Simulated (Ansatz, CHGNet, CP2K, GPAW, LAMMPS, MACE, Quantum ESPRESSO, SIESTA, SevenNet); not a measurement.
# What went wrong? GPAW on glassy 47SiO2-6Al2O3-6FeO-28MgO-6CaO-3Na2O-3K2O (mol %) (87 atoms)

Program: GPAW 26.7.0, a calculation on a cell of 15 Si, 4 Al, 2 Fe, 9 Mg, 2 Ca, 2 Na, 2 K and 51 O, 12.8 Å³ an atom.

Input file run.py:

```python
import numpy as np
from ase.io import read
from gpaw import GPAW, FermiDirac

atoms = read("structure.xyz")
atoms.calc = GPAW(
    mode="lcao",
    basis="dzp",
    h=0.18,
    xc="PBE",
    kpts={"size": (1, 1, 1), "gamma": True},
    occupations=FermiDirac(0.05),
    maxiter=60,
    symmetry={"point_group": False},
    nbands=139,
    txt="gpaw.txt",
)
energy = atoms.get_potential_energy(force_consistent=True)
forces = atoms.get_forces()
print(f"energy {energy:.6f} eV")
print("forces (eV/A)")
for i, (a, f) in enumerate(zip(atoms, forces)):
    print(f"{i:4d} {a.symbol:2s} {f[0]:10.5f} {f[1]:10.5f} {f[2]:10.5f}")
print(f"Fermi level {atoms.calc.get_fermi_level():.4f} eV")
for k in range(len(atoms.calc.get_ibz_k_points())):
    for s in range(atoms.calc.get_number_of_spins()):
        e = atoms.calc.get_eigenvalues(kpt=k, spin=s)
        n = np.searchsorted(e, atoms.calc.get_fermi_level())
        print(f"k {k} spin {s} levels about the Fermi level:", np.round(e[max(n - 6, 0):n], 4).tolist(), "|", np.round(e[n:n + 6], 4).tolist())
```

Input file structure.xyz:

```xyz
87
Lattice="10.37482 0.00000 0.00000 0.00000 10.37482 0.00000 0.00000 0.00000 10.37482" Properties=species:S:1:pos:R:3:initial_magmoms:R:1 pbc="T T T"
Si 10.24607 8.71609 6.49879 0.0
Si 8.62334 9.40301 1.41170 0.0
Si 2.00639 6.80785 5.53019 0.0
Si 6.02362 1.88625 3.73265 0.0
Si 0.44539 10.30147 9.68396 0.0
Si 2.04716 3.68918 5.86893 0.0
Si 6.25197 1.58953 9.57814 0.0
Si 5.04019 3.86472 0.69408 0.0
Si 0.39819 2.69195 0.43128 0.0
Si 7.86297 7.81421 8.20078 0.0
Si 7.05986 2.15641 6.57224 0.0
Si 2.51807 8.37767 0.38262 0.0
Si 2.56517 4.31074 9.67089 0.0
Si 5.12547 4.73662 6.50844 0.0
Si 8.85719 1.79733 2.81541 0.0
Al 6.85039 6.97229 5.06841 0.0
Al 9.89488 3.60380 7.87708 0.0
Al 5.77763 9.23359 2.71405 0.0
Al 1.67740 6.16690 2.65440 0.0
Fe 5.65469 8.80615 10.27647 4.0
Fe 10.34878 6.52203 8.60176 4.0
Mg 3.07759 3.23912 3.06638 0.0
Mg 4.16933 6.40780 1.23367 0.0
Mg 9.59692 7.00881 3.58471 0.0
Mg 3.31299 1.09174 0.33490 0.0
Mg 5.07422 5.14425 3.50887 0.0
Mg 8.39510 10.36030 8.39396 0.0
Mg 3.49050 6.59839 8.24062 0.0
Mg 7.99255 9.79974 4.65892 0.0
Mg 10.02042 1.30308 6.21742 0.0
Ca 9.69786 4.41666 4.94651 0.0
Ca 8.16882 5.70771 1.68248 0.0
Na 5.46525 9.01769 6.81294 0.0
Na 7.29443 4.71058 8.61276 0.0
K 2.43310 0.03642 3.71834 0.0
K 3.39267 10.34847 7.18788 0.0
O 1.12629 1.23263 0.13892 0.0
O 7.26601 7.34724 6.77330 0.0
O 5.45923 0.46780 3.16588 0.0
O 8.38182 0.00923 6.39141 0.0
O 6.97105 9.18794 1.36294 0.0
O 3.95073 4.86942 10.32886 0.0
O 2.09416 2.67629 4.60829 0.0
O 2.00566 7.11796 1.27807 0.0
O 1.56245 3.85508 0.55038 0.0
O 9.50634 2.03056 4.32039 0.0
O 7.68712 1.11415 10.05943 0.0
O 5.96044 3.17148 9.96284 0.0
O 1.91872 5.52335 8.82565 0.0
O 0.81536 9.89727 5.95930 0.0
O 1.49937 9.00151 9.59972 0.0
O 8.57614 2.64579 6.97489 0.0
O 7.34454 2.38704 2.86086 0.0
O 4.13167 2.69756 1.40454 0.0
O 5.15546 5.57927 7.96838 0.0
O 0.91942 7.33365 6.57857 0.0
O 7.95012 5.90535 4.05790 0.0
O 6.67288 1.39292 5.15245 0.0
O 9.35456 8.30203 5.11821 0.0
O 9.44233 5.20598 7.40824 0.0
O 8.25722 6.76324 9.42874 0.0
O 1.71890 7.28696 4.04244 0.0
O 9.99438 3.27720 9.51226 0.0
O 6.59309 8.58828 4.24704 0.0
O 8.76786 0.17108 2.65689 0.0
O 6.24274 3.59166 6.47710 0.0
O 2.86438 2.95195 8.93656 0.0
O 3.77042 7.71638 9.94437 0.0
O 5.07142 0.56024 10.06409 0.0
O 0.15604 5.34666 2.86262 0.0
O 4.91569 7.81016 2.22716 0.0
O 9.19821 7.99235 1.99238 0.0
O 6.84562 8.97941 8.69825 0.0
O 9.80120 2.43009 1.64991 0.0
O 10.22075 0.66108 8.36688 0.0
O 0.86765 3.16525 6.80287 0.0
O 1.57749 5.20318 5.33235 0.0
O 2.92663 9.73511 1.21095 0.0
O 9.55044 9.74227 0.09389 0.0
O 6.29990 1.47302 7.90281 0.0
O 3.56230 4.10407 6.38778 0.0
O 3.42442 7.17678 6.26577 0.0
O 5.04911 3.12614 3.94596 0.0
O 9.36597 8.39686 7.81691 0.0
O 5.59763 5.79880 5.32508 0.0
O 3.19659 5.31710 2.74777 0.0
O 5.88553 4.88882 1.64576 0.0
```

The run is started by

```sh
> OMP_NUM_THREADS=1 python run.py > output.txt
```

What it wrote:

```text
ValueError: Too few bands!  Electrons: 536.0, bands: 139
```

gpaw.txt:

```text
Input parameters:
  mode=LCAO(),
  basis={'default': 'dzp'},
  h=0.18,
  kpts=MonkhorstPack(size=(1, 1, 1), gamma=True),
  maxiter=60,
  nbands=139,
  occupations=Occupations(name='fermi-dirac', width=0.05, fixmagmom=False),
  symmetry=Symmetry(point_group=False),
  xc=XC(name='PBE')
timing:  # [seconds]
  Total: 0.256  # ━━━━━━━━━━━━━━━━━━━━━━━━━━━━━━━━━━━━━━━━━━━━━━━━━━━━━━━━━━━
  Init:  0.235  # ━━━━━━━━━━━━━━━━━━━━━━━━━━━━━━━━━━━━━━━━━━━━━━━━━━━━━━
```

Run time: 1.4 s. Hardware: 1 thread of Arm Neoverse V2, shared host; peak memory 0.12 GiB.

Banners, paths, timers and routine set-up lines are dropped from the logs unmarked, and long logs keep their key lines alone; longer cuts are marked.

**Question.** Which part of the input is at fault, and how is it mended?

Too few bands: bands 139. Mend: ask for at least half as many bands as electrons, and some more for the smearing.

The program stopped at the start.

[Also dropped from logs without a mark: logging warnings of Python, and SIESTA's first energy breakdown and zero terms.]

[Logs are printed without paths, hosts, clocks, repeated set-up lines and the standing remarks that a program may print on its own settings, such as how far it seeks lower states.]

[Hosts, paths, dates, database ids (printed as entryN), source tags and the programs' standing remarks are cut or masked in the printed files.]
